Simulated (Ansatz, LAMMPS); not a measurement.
# Amorphous polythiophene with methane (capped chains of 7 units) at 440 K (258 atoms): a single point, part 2 of 2

What does DFT give for amorphous polythiophene with methane (capped chains of 7 units) at 440 K (258 atoms) as built?

Ansatz 0.2.0; Kohn-Sham DFT, r2SCAN+D4, PAW (set soft_2), plane waves.

The cell: 126 C, 28 S and 104 H. The network of contacts between molecules at the start is that of the classical potential that made the cell. The density was typed from a rule of thumb and may lie off the real one at this temperature. Sampling is at Γ alone, for a cell whose shortest periodic width is 16 Å.

So far. Step 3 (Plane-wave single point): Mean intrinsic-atomic-orbital charges: C -0.23, H +0.19, S +0.36 e. The largest share in the top eV of filled states is C p (93 % of the projected weight), and in the lowest eV of empty states C p (77 % of the projected weight).

**4. Distances and neighbours**

These statistics describe the geometry on which the runs were made.

Density 1.10 g/cm³, 14.73 Å³ an atom.

Pair distribution functions g(r), in bins of 0.2 Å:

| r (Å) | total | C-C | C-H | C-S | H-H | H-S | S-S |
| --- | --- | --- | --- | --- | --- | --- | --- |
| 1.00 | 2.60 | 0.00 | 6.60 | 0.00 | 0.00 | 0.00 | 0.00 |
| 1.20 | 1.41 | 0.12 | 3.50 | 0.00 | 0.00 | 0.00 | 0.00 |
| 1.40 | 2.57 | 10.80 | 0.00 | 0.00 | 0.00 | 0.00 | 0.00 |
| 1.60 | 0.44 | 0.33 | 0.00 | 2.15 | 0.82 | 0.00 | 0.00 |
| 1.80 | 1.35 | 0.00 | 0.00 | 5.91 | 4.43 | 0.00 | 0.00 |
| 2.00 | 0.21 | 0.00 | 0.44 | 0.00 | 0.21 | 0.00 | 0.00 |
| 2.20 | 1.25 | 0.56 | 2.72 | 0.00 | 0.23 | 0.00 | 0.00 |
| 2.40 | 0.88 | 2.46 | 0.15 | 0.49 | 1.11 | 0.00 | 0.00 |
| 2.60 | 1.18 | 1.46 | 0.20 | 3.96 | 1.88 | 0.37 | 0.00 |
| 2.80 | 0.86 | 0.03 | 0.86 | 2.40 | 1.10 | 0.92 | 0.00 |
| 3.00 | 0.54 | 0.06 | 0.64 | 0.19 | 0.56 | 1.79 | 0.00 |
| 3.20 | 0.69 | 0.15 | 0.71 | 1.00 | 1.01 | 1.01 | 1.12 |
| 3.40 | 0.72 | 0.15 | 1.15 | 0.15 | 0.80 | 0.62 | 2.30 |
| 3.60 | 0.95 | 0.61 | 0.84 | 0.30 | 0.98 | 3.13 | 0.31 |
| 3.80 | 0.89 | 1.54 | 0.67 | 0.32 | 0.93 | 0.91 | 0.00 |
| 4.00 | 0.80 | 0.70 | 0.76 | 1.01 | 0.96 | 0.75 | 0.25 |
| 4.20 | 0.94 | 0.70 | 1.12 | 0.76 | 0.84 | 1.00 | 2.15 |
| 4.40 | 1.08 | 1.13 | 1.14 | 0.84 | 0.92 | 1.26 | 1.40 |
| 4.60 | 1.17 | 1.08 | 1.34 | 1.21 | 0.96 | 0.98 | 1.11 |
| 4.80 | 1.14 | 1.15 | 1.25 | 1.15 | 1.08 | 0.70 | 0.85 |
| 5.00 | 1.10 | 1.09 | 1.02 | 1.50 | 1.19 | 0.77 | 1.24 |
| 5.20 | 1.07 | 1.19 | 0.99 | 1.21 | 1.07 | 1.07 | 0.29 |
| 5.40 | 1.02 | 1.06 | 1.05 | 0.94 | 0.85 | 1.22 | 0.93 |
| 5.60 | 0.97 | 0.92 | 0.99 | 0.96 | 1.02 | 1.02 | 0.86 |
| 5.80 | 1.02 | 1.07 | 1.06 | 0.96 | 0.96 | 0.89 | 1.03 |
| 6.00 | 1.09 | 1.29 | 0.98 | 0.98 | 1.12 | 1.11 | 1.17 |
| 6.20 | 0.99 | 1.08 | 0.90 | 1.04 | 0.98 | 1.10 | 0.91 |
| 6.40 | 1.01 | 1.10 | 0.93 | 1.21 | 1.04 | 0.91 | 0.84 |

Bonds by pair of elements; cutoffs follow the first minimum of g(r), held within bounds set by covalent radii, and pairs that aren't listed don't count as bonded:

| pair A-B | cutoff (Å) | bonds | mean length (Å) | spread (Å) | shortest (Å) | B about A | A about B |
| --- | --- | --- | --- | --- | --- | --- | --- |
| C-C | 1.85 | 116 | 1.41 | 0.045 | 1.29 | 1.84 | 1.84 |
| C-H | 1.34 | 104 | 1.09 | 0.036 | 1.00 | 0.825 | 1 |
| C-S | 2.17 | 56 | 1.72 | 0.039 | 1.62 | 0.444 | 2 |

How many atoms have how many bonded neighbours:

| element | mean | 1 | 2 | 3 | 4 |
| --- | --- | --- | --- | --- | --- |
| C | 3.11 | 0 | 0 | 112 | 14 |
| H | 1 | 104 | 0 | 0 | 0 |
| S | 2 | 0 | 28 | 0 | 0 |

Bond angles (no mean is given where the spread exceeds 20°):

| angle | count | mean (°) | spread (°) |
| --- | --- | --- | --- |
| C-C-H | 136 | 121 | 6.7 |
| C-C-C | 112 | 120 | 8.4 |
| C-C-S | 112 | 116 | 6.1 |
| H-C-H | 60 | 109 | 6 |
| C-S-C | 28 | 92.5 | 2.4 |

Bond length by coordination (bonds to H left out):

| element | coordination | atoms | mean bond length (Å) |
| --- | --- | --- | --- |
| C | 3 | 112 | 1.47 |
| C | 4 | 8 | 1.49 |

Rings of the network by King's shortest-path rule, up to 12 atoms, one path for each pair of neighbours; H, halogens, alkali and alkaline-earth atoms are left out, and the last column divides by all other atoms, bonded or not:

| ring size (atoms) | rings | per network atom |
| --- | --- | --- |
| 5 | 28 | 0.182 |

Counting bonds as in the table, 89 % of C atoms have 3, all H atoms have 1 and all S atoms have 2 bonded neighbours. The C-C-H angle averages 121° with a spread of 7°. All rings counted have 5 atoms.

The surroundings of C65, which bears the longest force, nearest first, numbered as they follow in the input and with coordinates relative to it.

| atom | x | y | z | distance (Å) | bonds | intrinsic-atomic-orbital charge (e) | Fx | Fy | Fz (eV/Å) |
| --- | --- | --- | --- | --- | --- | --- | --- | --- | --- |
| C65 | 0.00 | 0.00 | 0.00 | 0.00 | 3 | -0.25 | -3.00 | -2.58 | -2.78 |
| H100 | 0.47 | 0.72 | 0.51 | 1.00 | 1 | 0.21 | 1.99 | 2.43 | 1.66 |
| C64 | -1.41 | -0.10 | 0.06 | 1.41 | 3 | -0.14 | 1.31 | -0.43 | -0.66 |
| C66 | 0.51 | -0.81 | -1.05 | 1.42 | 3 | -0.18 | 1.78 | 2.04 | 1.17 |
| H101 | 1.53 | -0.69 | -1.49 | 2.24 | 1 | 0.17 | -0.65 | -0.26 | 0.79 |
| C67 | -0.38 | -1.59 | -1.68 | 2.34 | 3 | -0.15 | -0.79 | -0.77 | 1.07 |
| C62 | -2.35 | 0.77 | 0.65 | 2.56 | 3 | -0.16 | -0.66 | -0.75 | 0.30 |
| S68 | -1.96 | -1.38 | -0.94 | 2.58 | 2 | 0.33 | 0.11 | -0.29 | -0.97 |
| S63 | -1.70 | 2.10 | 1.54 | 3.12 | 2 | 0.36 | -1.64 | -0.09 | -0.03 |
| C121 | 0.42 | 2.18 | -2.59 | 3.41 | 3 | -0.15 | -3.32 | 0.45 | -0.99 |
| H212 | 2.76 | -0.35 | 1.99 | 3.42 | 1 | 0.21 | -0.75 | 1.52 | -0.07 |
| C119 | 1.61 | 2.40 | -1.85 | 3.43 | 3 | -0.15 | -1.14 | -0.46 | -1.10 |
| C69 | 0.04 | -2.61 | -2.54 | 3.64 | 3 | -0.13 | -2.16 | -1.72 | -1.83 |
| H213 | 2.78 | -2.31 | 0.50 | 3.65 | 1 | 0.17 | 0.11 | -0.55 | 1.13 |
| C118 | 1.75 | 3.20 | -0.76 | 3.73 | 3 | -0.22 | 1.74 | 0.28 | 0.26 |

The column of bonds counts only the pairs C-C within 1.85 Å, C-H within 1.34 Å, C-S within 2.17 Å; other neighbours, such as metal atoms beside each other in a compound, aren't counted, and periodic images can show an atom twice.

**5. What came out**

| Item | Value |
| --- | --- |
| free energy per atom | -227.5832 eV/atom |
| pressure | 0.4899 GPa |
| r.m.s. force component | 1.137 eV/Å |
| gap (highest filled to lowest empty level) | 1.276 eV |
| wall time of the 1 DFT run | 2 min |

What this shows: Between filled and empty levels lie 1.28 eV (at Γ alone); a semilocal functional tends to put such gaps too low. It is the spacing of short capped chains, not of the long polymer. In a disordered cell it changes from sample to sample, and tail or defect levels can set it. Counting bonds as in the table, 89 % of C atoms have 3, all H atoms have 1 and all S atoms have 2 bonded neighbours.

What to keep in mind: The force components of 1.1 eV/Å r.m.s. reflect the temperature of the frame as well as the gap between the generating potential and DFT, above all in bond lengths inside molecules. The pressure of a single frame lacks the kinetic term.

[Hosts, paths, dates, database ids (printed as entryN), source tags and the programs' standing remarks are cut or masked in the printed files.]
